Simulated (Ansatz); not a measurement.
# Dielectric function and optical constants of VN2

Aim: the dielectric function of VN2, and the optical constants that follow from it.

Method: DFT, PBE, plane-wave PAW, default files, scalar-relativistic, independent-particle optical response without local fields, in Ansatz 0.2.0.

**1. The starting structure**

The structure is tetragonal, space group I4/mcm (No. 140). The conventional cell has a = 4.301 Å, b = 4.301 Å, c = 4.983 Å, α = 90.00°, β = 90.00°, γ = 90.00°. V has 8 N at 2.13 Å nearest. N has 1 N at 1.40 Å and 4 V at 2.13 Å nearest. Farther neighbours and most contacts between anions are not listed.

Coordinates:

```cif
data_structure
_symmetry_space_group_name_H-M 'P 1'
_symmetry_Int_Tables_number 1
_cell_length_a 3.9317
_cell_length_b 3.9317
_cell_length_c 3.9317
_cell_angle_alpha 113.673
_cell_angle_beta 113.673
_cell_angle_gamma 101.359
_cell_volume 46.10
loop_
_atom_site_label
_atom_site_type_symbol
_atom_site_fract_x
_atom_site_fract_y
_atom_site_fract_z
_atom_site_occupancy
V1 V 0.75000 0.75000 0.00000 1
V2 V 0.25000 0.25000 0.00000 1
N3 N 0.38490 0.11510 0.50000 1
N4 N 0.88490 0.38490 0.26980 1
N5 N 0.61510 0.88490 0.50000 1
N6 N 0.11510 0.61510 0.73020 1
```

**2. Spectrum**

The spectrum is a sum over vertical transitions between filled and empty bands at the fixed density, so many empty bands are needed.

The input, input.yaml:

```yaml
crystal:
  lattice:
    - [-2.15075, 2.15075, 2.49135]
    - [2.15075, -2.15075, 2.49135]
    - [2.15075, 2.15075, -2.49135]
  atoms:
    - { symbol: V, position: [0.75, 0.75, 0.0], spin: 2.0 }
    - { symbol: V, position: [0.25, 0.25, 0.0], spin: 2.0 }
    - { symbol: "N", position: [0.3849, 0.1151, 0.5] }
    - { symbol: "N", position: [0.8849, 0.3849, 0.2698] }
    - { symbol: "N", position: [0.6151, 0.8849, 0.5] }
    - { symbol: "N", position: [0.1151, 0.6151, 0.7302] }
magnetization:
  spin_polarized: true
kpoints:
  mp_grid: { grid: [7, 7, 7] }
scf:
  occupations: { method: fermi_dirac, width: 0.05 }
hamiltonian:
  xc: pbe
  pseudopotentials: { kind: paw }
output:
  optics:
    e_range: [0, 20]
    de: 0.05
    sigma: 0.1
    nscf_kmesh: { grid: [8, 8, 8] }
    bands: { spectra_wanted_up_to: 20 }
```

On the command line:

```sh
ansatz run input.yaml --threads 4 --pin off --max-ram 8192MiB --backend cpu --events-out ev --progress --plain --runs-dir out
```

Numbers of over 12 decimals in the logs are rounded to 6 here.

The program printed:

```text
Engine: ansatz 0.2.0, x86_64-unknown-linux-gnu
Pseudopotentials: kind: paw
Pseudopotential: V, paw, valence charge 13, recommended cutoff 420 eV (normal), V.paw.azcp
Pseudopotential: N, paw, valence charge 5, recommended cutoff 420 eV (normal), N.paw.azcp
Functional definition: PBE
  parameter kappa = 0.804
  parameter beta = 0.066725
  exchange = pbe_x(kappa = kappa, mu = beta*pi^2/3)
  correlation = pbe_c(beta = beta)
Crystal: 6 atoms, lattice volume = 46.097 Å³
Basis set: ecut = 420 eV, 873 PW (Γ)
Bands: 31, of which v1, the nominal top of the filled ones, is band 23 counted from 1 (22 counted from 0)
Symmetry: 16 space group operations
Space group: I4/mcm (ITA 140), of the structure as read, at distance tolerance 3.6e-5 Å
Magnetic group: BNS 140.541 (UNI 1201), of the structure as read, at distance tolerance 3.6e-5 Å
k-points: 40 of 343
Non-local potential: V, projectors of the file, l = 0: 3, l = 1: 2, l = 2: 3, l = 3: 1
Non-local potential: N, projectors of the file, l = 0: 2, l = 1: 2, l = 2: 1
PAW form: soft (Blöchl's): semilocal exchange-correlation on the pseudo side does not see the compensation charge
PAW one-centre angular grid: V, 590 points (default); XC on 64 Gauss nodes
PAW one-centre angular grid: N, 110 points (default); XC on 64 Gauss nodes
Initial density: superposition of atomic densities (chi_scale 0.1, normalization cell, long waves kept (reshape's long-wave potential 0.00 eV rms))
Starting moments: Σ|m| = 4 μB on 2 of 6 sites
Initial wavefunctions: pseudopotential atomic-orbital guess
Functional: x = pbe(κ = 0.804, μ = 0.219515), c = pbe(β = 0.066725)
SCF iter   1: F=—  HF=-7363.377417 eV  |F-HF|=—  |Δ(HF+E_count)|=         —  Δρ=1.04e-1 (↑1.04e-1 ↓1.04e-1)  dr2=2.41e0  dr2_m=3.70e0  M=0.433 μB ∫|m|=0.848 μB  β_m=0.30  ethr=3.10e-3  ⟨swp⟩=5.9  Hψ=9049  notcnv=0
Mixer restart at iter 1: flushing history
preconditioner: auto → Kerker (q_TF=auto, 2.727 Å⁻¹)  [metal: Δε(μ)=0.022 eV  Ē_g=10.082 eV  σ=0.050 eV  W_gap=0.11  n_scr=14 (ndim 8)  ℏωp=30.0 eV  f_vac=0.000  D(μ)=2.42/eV (n_scr^D=18)]
spin=Collinear: Kerker preconditioning applied to the charge; magnetization (m = ρ↑ − ρ↓) channel mixes plain (no charge-response kernel on spin).
SCF iter   2: F=—  HF=-7362.694961 eV  |F-HF|=—  |Δ(HF+E_count)|=   6.82e-1  Δρ=8.02e-2 (↑6.95e-2 ↓8.02e-2)  dr2=1.60e0  dr2_m=1.92e0  M=0.392 μB ∫|m|=0.761 μB  β_m=0.65  ethr=3.10e-3  ⟨swp⟩=2.0  Hψ=3645  notcnv=0  defer=42
SCF iter   3: F=—  HF=-7362.771110 eV  |F-HF|=—  |Δ(HF+E_count)|=   7.61e-2  Δρ=1.68e-2 (↑1.68e-2 ↓1.25e-2)  dr2=1.73e-1  dr2_m=4.81e-2  M=0.154 μB ∫|m|=0.326 μB  β_m=0.67  ethr=3.10e-3  ⟨swp⟩=2.5  Hψ=4192  notcnv=0  defer=44
SCF iter   4: F=—  HF=-7362.683237 eV  |F-HF|=—  |Δ(HF+E_count)|=   8.79e-2  Δρ=6.50e-3 (↑6.50e-3 ↓4.35e-3)  dr2=2.96e-2  dr2_m=3.52e-3  M=0.066 μB ∫|m|=0.155 μB  β_m=0.84  ethr=3.77e-4  ⟨swp⟩=2.9  Hψ=5164  notcnv=0  defer=36
SCF iter   5: F=—  HF=-7362.707545 eV  |F-HF|=—  |Δ(HF+E_count)|=   2.43e-2  Δρ=3.53e-3 (↑3.53e-3 ↓2.08e-3)  dr2=1.39e-2  dr2_m=3.10e-4  M=0.023 μB ∫|m|=0.053 μB  β_m=0.92  ethr=6.43e-5  ⟨swp⟩=2.5  Hψ=4359  notcnv=0  defer=36
SCF iter   6: F=—  HF=-7362.710517 eV  |F-HF|=—  |Δ(HF+E_count)|=   2.97e-3  Δρ=1.19e-3 (↑4.61e-4 ↓1.19e-3)  dr2=4.23e-4  dr2_m=2.32e-4  M=0.016 μB ∫|m|=0.033 μB  β_m=0.96  ethr=3.02e-5  ⟨swp⟩=2.6  Hψ=4610  notcnv=0  defer=36
SCF iter   7: F=—  HF=-7362.710646 eV  |F-HF|=—  |Δ(HF+E_count)|=   1.29e-4  Δρ=4.13e-4 (↑2.17e-4 ↓4.13e-4)  dr2=2.16e-5  dr2_m=3.84e-5  M=0.006 μB ∫|m|=0.013 μB  β_m=0.98  ethr=9.20e-7  ⟨swp⟩=2.3  Hψ=3600  notcnv=0  defer=36
SCF iter   8: F=—  HF=-7362.710648 eV  |F-HF|=—  |Δ(HF+E_count)|=   2.05e-6  Δρ=1.22e-4 (↑1.22e-4 ↓3.22e-5)  dr2=9.55e-6  dr2_m=1.51e-6  M=0.001 μB ∫|m|=0.003 μB  β_m=0.99  ethr=4.69e-8  ⟨swp⟩=2.0  Hψ=4269  notcnv=0  defer=36
SCF iter   9: F=—  HF=-7362.710649 eV  |F-HF|=—  |Δ(HF+E_count)|=   2.96e-7  Δρ=3.63e-5 (↑3.63e-5 ↓1.92e-5)  dr2=2.83e-7  dr2_m=2.96e-7  M=0.001 μB ∫|m|=0.001 μB  β_m=0.99  ethr=2.08e-8  ⟨swp⟩=2.0  Hψ=2989  notcnv=0  defer=36
SCF iter  10: F=—  HF=-7362.710649 eV  |F-HF|=—  |Δ(HF+E_count)|=   1.19e-8  Δρ=3.86e-6 (↑2.37e-6 ↓3.86e-6)  dr2=1.03e-8  dr2_m=1.56e-9  M=0.000 μB ∫|m|=0.000 μB  β_m=1.00  ethr=6.16e-10  ⟨swp⟩=2.2  Hψ=3896  notcnv=0  defer=36
SCF iter  11: F=—  HF=-7362.710649 eV  |F-HF|=—  |Δ(HF+E_count)|=   1.13e-9  Δρ=1.81e-6 (↑1.81e-6 ↓9.16e-7)  dr2=3.71e-9  dr2_m=1.33e-10  M=0.000 μB ∫|m|=0.000 μB  β_m=1.00  ethr=2.24e-11  ⟨swp⟩=2.0  Hψ=3685  notcnv=0  defer=36
SCF iter  12: F=—  HF=-7362.710649 eV  |F-HF|=—  |Δ(HF+E_count)|=  1.48e-10  Δρ=3.72e-7 (↑3.72e-7 ↓2.68e-7)  dr2=1.56e-10  dr2_m=1.69e-12  M=0.000 μB ∫|m|=0.000 μB  β_m=0.95  ethr=8.06e-12  ⟨swp⟩=2.0  Hψ=3065  notcnv=0  defer=36
SCF iter  13: F=—  HF=-7362.710649 eV  |F-HF|=—  |Δ(HF+E_count)|=  2.18e-11  Δρ=9.80e-8 (↑9.80e-8 ↓8.61e-8)  dr2=1.82e-11  dr2_m=4.37e-14  M=-0.000 μB ∫|m|=0.000 μB  β_m=0.95  ethr=1.00e-12  ⟨swp⟩=2.3  Hψ=3405  notcnv=0  defer=36
SCF iter  14: F=—  HF=-7362.710649 eV  |F-HF|=—  |Δ(HF+E_count)|=  9.09e-13  Δρ=1.97e-8 (↑1.97e-8 ↓1.81e-8)  dr2=7.55e-13  dr2_m=2.53e-15  M=0.000 μB ∫|m|=0.000 μB  β_m=0.97  ethr=1.00e-12  ⟨swp⟩=1.0  Hψ=2480  notcnv=0  defer=36
SCF iter  15: F=-7362.710649 eV  HF=-7362.710649 eV  |F-HF|=1.82e-12  |Δ(HF+E_count)|=  1.82e-12  Δρ=3.34e-9 (↑3.34e-9 ↓2.11e-9)  dr2=1.02e-14  dr2_m=4.47e-16  M=0.000 μB ∫|m|=0.000 μB  ethr=1.00e-12  ⟨swp⟩=3.0  Hψ=5795  notcnv=0
SCF 1 converged in 15 iterations: F = -7362.710649 eV  dr2 = 1.02e-14
  greatest PAW one-centre occupation: 1.000 electrons in one spin orbital (limit 2), on the V atom at site 1 (counted from 0), in its partial waves of l = 0
WARN: the starting moments were not kept: the SCF closed with an absolute magnetisation of 1.0e-7 μB, where they sum to 4 μB in size (2 sites). That is at most 0.1 of that sum. Measured as dr2_m measures the in/out step, that magnetisation stands 3.3e-15 eV from none, at or under the dr2_threshold of 1.0e-11 eV: it is no larger than a step whose dr2_m would equal this threshold. The system may hold no moment; this SC [...]
NSCF: frozen V_eff on 59 k-points
output.optics: what the bands over the 57 summed would add to eps1, eps2 and the energy-loss function is held between a lower and an upper bound (6 Lanczos steps). eps1, eps2 and their loss function (loss_summed_bands) are given on every row as the summed bands alone make them. Along an axis, on a row where the two bounds hold the loss function to about 1 % of the greater of itself and 0.5 % of |1/eps|, its cell (loss_completed) is given, with the completed eps1 and eps2 that it is formed of (a cell that is left empty reads nan in the table and null in the record). The two bounds hold it so along every axis on all 400 rows up to 20.000 eV. [rest of the remark cut]
SCF converged after 15 iterations
Magnetization: 0.0000 μB (23.0000 up, 23.0000 down)
Absolute magnetization: 0.0000 μB (∫|ρ↑−ρ↓|, with the PAW one-centre terms)
Spin contamination: 0.0000 ħ² per cell (⟨S²⟩ above its minimum at these occupations)
Per-site moments (μB) at R_I (Å): [(3.4499500567003065e-8, 0.878732), (3.449950067927023e-8, 0.878732), (-4.182705793730152e-9, 0.577649), (-4.182705788928271e-9, 0.577649), (-4.182705767094042e-9, 0.577649), (-4.182705779106992e-9, 0.577649)]
Free energy (F): -7362.710649 eV
Harris-Foulkes:  -7362.710649 eV  (|F-HF|=1.82e-12)
Internal energy: -7362.689264 eV  (E = F + TS)
E sigma→0 (E₀):  -7362.699956 eV
Entropy (-TS):   -0.021385 eV (-3.564 meV/atom)
Fermi energy:    17.332393 eV
--- Per-component energies (eV) ---
  E_band       = -182.986141
  E_kinetic    = 1199.961555
  E_local      = -2204.433352  (includes V_loc(G=0)·N_el)
  E_nonlocal   = 86.887601
  E_hartree    = 920.329584
  E_xc         = -503.012472
  E_vxc        = -639.032208  (∫ρ·V_xc dr)
  E_paw        = -2731.263713  (= ΣΔE_a)
  E_vpaw       = -467.029752  (= ΣTr[D̂ρ^β])
  E_aug_tail   = 0.000845  (compensation charges beyond the density's cutoff)
  E_ewald      = -4131.159312
  E_smearing   = -0.021385  (= −TS)
  E_closure    = -0.000000  (closes the sum)
  Σ components = -7362.710649   (vs F -7362.710649, Δ=0.00e0)
--- Band table (eV; the first three rows and the last of 80) ---
  k-point 0 ↑: bands = [... 19 lower, 14.4156, 14.6748, 14.7054, 14.7054, 18.0910, 18.2576, 18.2576, 18.6614, ... 4 higher]
  k-point 1 ↑: bands = [... 19 lower, 14.1240, 14.4456, 14.7719, 14.8682, 17.9377, 18.2523, 18.2784, 18.4639, ... 4 higher]
  k-point 2 ↑: bands = [... 19 lower, 13.0861, 14.7081, 14.7098, 15.3601, 17.4435, 17.9901, 18.4928, 18.6434, ... 4 higher]
  k-point 39 ↓: bands = [... 19 lower, 15.0149, 15.0216, 16.6979, 17.0561, 17.3089, 17.3914, 17.5563, 18.4697, ... 4 higher]
```

Elapsed: 2.4 min, on 4 threads of Intel Xeon at 2.50GHz (Skylake/Cascade Lake), shared host; peak memory 2.1 GiB.

Read-outs, printed or worked out from the files:

```
main peak of the optical conductivity above 1 eV, first axis : 12.84 eV
Drude plasma energy, first axis                              : 2.427 eV
bands summed                                                 : 57
spectra valid up to                                          : 30.16 eV
program's estimate of the k-sum error in Im epsilon          : 0.15 %
electrons in the f-sum                                       : 30.50
```

The Im ε has structure finer than the step of the table below, so its rows give means over 0.5 eV, whole bins alone (the curve runs from 0.3 to 20 eV). Peaks (eV: height): E ∥ x or y 1.15: 15.6, 3.60: 23.0, 5.85: 13.2, 12.85: 7.18; E ∥ z 0.85: 39.1, 3.15: 19.3, 14.75: 7.10.

The Im ε by photon energy; means over each step:

```csv
photon energy (eV),E ∥ x or y,E ∥ z
1.0,12.8,31.2
1.5,9.17,14.9
2.0,8.42,12.9
2.5,14.9,13.4
3.0,20.0,16.0
3.5,22.5,16.7
4.0,19.2,14.2
4.5,14.8,8.51
5.0,10.6,9.09
5.5,10.8,10.5
6.0,11.6,10.0
6.5,9.00,8.88
7.0,5.74,5.56
7.5,5.54,3.82
8.0,4.82,2.54
8.5,3.86,1.91
9.0,3.15,1.85
9.5,2.47,1.89
10.0,1.79,1.70
10.5,1.35,1.71
11.0,1.38,1.25
11.5,1.18,1.24
12.0,1.28,1.86
12.5,3.70,1.20
13.0,6.19,0.921
13.5,4.21,1.08
14.0,3.28,2.59
14.5,2.74,5.30
15.0,2.54,5.22
15.5,1.94,3.50
16.0,2.19,2.84
16.5,2.55,2.17
17.0,2.53,1.81
17.5,1.72,1.65
18.0,1.27,1.58
18.5,1.19,1.74
19.0,1.28,2.02
19.5,1.41,2.10
```

Table of Re ε by photon energy:

```csv
photon energy (eV),E ∥ x or y,E ∥ z
0.5,-0.335,-149
1.0,15.6,-34.2
1.5,12.0,-12.5
2.0,17.0,-0.162
2.5,19.1,2.08
3.0,15.4,6.42
3.5,7.76,0.246
4.0,0.945,-2.54
4.5,-0.327,-2.59
5.0,-1.38,0.552
5.5,-0.0442,-0.00592
6.0,-3.17,-3.47
6.5,-3.84,-4.20
7.0,-3.59,-5.07
7.5,-1.73,-4.09
8.0,-2.53,-3.11
8.5,-2.12,-1.95
9.0,-1.99,-1.09
9.5,-1.46,-0.744
10.0,-1.01,-0.268
10.5,-0.266,-0.294
11.0,0.491,0.141
11.5,1.34,0.828
12.0,2.28,1.02
12.5,4.41,0.765
13.0,0.184,1.48
13.5,-0.768,2.63
14.0,-0.651,3.76
14.5,-0.560,3.71
15.0,-0.420,-0.703
15.5,-0.413,-0.687
16.0,0.511,-0.962
16.5,0.0128,-0.278
17.0,-0.388,-0.290
17.5,-0.759,-0.0589
18.0,-0.208,0.350
18.5,0.0566,0.531
19.0,0.586,0.604
19.5,0.611,0.458
20.0,0.711,0.408
```

The reflectivity at normal incidence has structure finer than the step of the table below, so its rows give means over 0.5 eV, whole bins alone (the curve runs from 0.3 to 20 eV). Peaks (eV: height): E ∥ x or y 1.15: 44.9, 3.75: 53.2, 6.70: 54.8, 13.00: 33.8, 17.40: 32.5; E ∥ z 4.30: 56.8, 7.80: 59.4, 14.85: 35.7.

Table of reflectivity at normal incidence by photon energy; means over each step:

```csv
photon energy (eV),E ∥ x or y (%),E ∥ z (%)
1.0,42.3,80.5
1.5,37.7,68.7
2.0,40.6,48.2
2.5,46.1,44.4
3.0,48.9,45.9
3.5,51.8,51.2
4.0,52.5,52.8
4.5,50.8,47.6
5.0,45.9,40.2
5.5,42.6,43.6
6.0,49.9,49.9
6.5,51.6,52.9
7.0,50.5,59.0
7.5,42.6,58.6
8.0,46.0,57.8
8.5,43.8,49.8
9.0,43.4,36.8
9.5,39.9,31.0
10.0,35.4,23.8
10.5,21.8,22.9
11.0,10.8,15.1
11.5,5.74,7.66
12.0,7.78,11.7
12.5,19.7,8.12
13.0,32.8,4.07
13.5,32.8,7.53
14.0,30.4,15.3
14.5,28.3,25.0
15.0,26.6,34.1
15.5,24.1,31.3
16.0,16.9,32.0
16.5,21.7,26.9
17.0,27.1,24.1
17.5,31.1,19.1
18.0,22.2,14.1
18.5,15.5,13.0
19.0,10.3,14.5
19.5,10.3,16.0
```

Refractive index n and extinction k against photon energy:

```csv
photon energy (eV),"n, E ∥ x or y","k, E ∥ x or y","n, E ∥ z","k, E ∥ z"
1,4.19,1.41,2.51,6.36
2,4.23,0.926,2.47,2.51
3,4.51,2.21,3.40,2.27
4,3.16,3.01,2.51,2.97
5,2.13,2.43,2.19,2.06
6,2.15,2.79,1.90,2.66
7,1.23,2.26,1.10,2.50
8,1.20,1.99,0.669,1.89
9,0.943,1.70,0.732,1.28
10,0.718,1.23,0.856,1.00
11,1.03,0.749,0.846,0.758
12,1.56,0.390,1.28,0.790
13,1.79,1.74,1.27,0.364
14,1.15,1.41,2.04,0.629
15,1.05,1.24,1.46,1.68
16,1.19,0.953,1.02,1.42
17,1.07,1.24,0.855,1.01
18,0.730,0.861,0.989,0.793
19,1.01,0.652,1.17,0.879
20,1.10,0.708,1.17,0.975
```

The loss function −Im 1/ε at q → 0 has structure finer than the step of the table below, so its rows give means over 0.5 eV, whole bins alone (the curve runs from 0.3 to 20 eV). Peaks (eV: height): E ∥ x or y 10.65: 0.820, 15.70: 0.584, 18.65: 0.868; E ∥ z 11.15: 0.799, 12.40: 0.704, 17.75: 0.640.

The loss function −Im 1/ε at q → 0 by energy loss; means over each step:

```csv
energy loss (eV),E ∥ x or y,E ∥ z
1.0,0.0351,0.0155
1.5,0.0387,0.0416
2.0,0.0229,0.0752
2.5,0.0254,0.0725
3.0,0.0321,0.0576
3.5,0.0395,0.0596
4.0,0.0522,0.0670
4.5,0.0669,0.107
5.0,0.0933,0.110
5.5,0.0922,0.0951
6.0,0.0815,0.0908
6.5,0.0936,0.0908
7.0,0.129,0.0979
7.5,0.159,0.121
8.0,0.161,0.158
8.5,0.197,0.259
9.0,0.228,0.400
9.5,0.298,0.458
10.0,0.434,0.566
10.5,0.710,0.576
11.0,0.639,0.778
11.5,0.412,0.579
12.0,0.180,0.423
12.5,0.107,0.591
13.0,0.159,0.310
13.5,0.233,0.134
14.0,0.294,0.123
14.5,0.352,0.130
15.0,0.383,0.194
15.5,0.505,0.276
16.0,0.447,0.324
16.5,0.391,0.437
17.0,0.380,0.535
17.5,0.503,0.605
18.0,0.759,0.605
18.5,0.828,0.525
19.0,0.684,0.456
19.5,0.605,0.455
```

At chosen wavelengths:

```csv
wavelength (nm),n xy,k xy,R (%) xy,1/α xy,n z,k z,R (%) z,1/α z
1064,4.13,1.876,44.6,45 nm,2.19,5.650,79.2,15 nm
633,4.17,0.935,39.6,54 nm,2.39,2.572,47.2,20 nm
532,4.68,1.354,45.1,31 nm,2.73,2.568,46.8,16 nm
405,4.49,2.334,49.5,14 nm,3.51,2.467,46.9,13 nm
308,3.14,3.015,52.1,8.1 nm,2.46,2.994,53.0,8.2 nm
248,2.13,2.430,45.7,8.1 nm,2.19,2.060,39.2,9.6 nm
193,1.89,2.582,49.6,5.9 nm,1.89,2.563,49.3,6.0 nm
```

In reflection the computed colour is light grey: x = 0.306, y = 0.327, luminous reflectivity 44 %.

**3. Summary of results**

```yaml
main_peak_of_the_optical_conductivity_above_1_ev_first_axis: 12.8 eV
drude_plasma_energy_first_axis: 2.43 eV
```

What this shows: At this level (PBE, independent particles) VN2 is a metal with a Drude plasma energy of 2.4 eV along x, 2.4 eV along y and 6.7 eV along z; it reflects 44 % at 550 nm for E ∥ x. Along x the bare Drude plasma energy is 2.4 eV; Re ε first rises through zero at 0.50 eV, far lower, because interband transitions screen the carriers. Im ε is 11 there, so the loss peak at that energy is weak. In reflection the computed colour is light grey: x = 0.306, y = 0.327, luminous reflectivity 44 %. In the base run ε includes the program's bounded estimate of what the bands above those summed add. The carriers' part of the response depends strongly on the k-mesh. The Fermi-Dirac width of 0.05 eV acts as an electron temperature of 580 K in the carriers' term.

[Logs are printed without paths, hosts, clocks, repeated set-up lines and the standing remarks that a program may print on its own settings, such as how far it seeks lower states.]

[Hosts, paths, dates, database ids (printed as entryN), source tags and the programs' standing remarks are cut or masked in the printed files.]
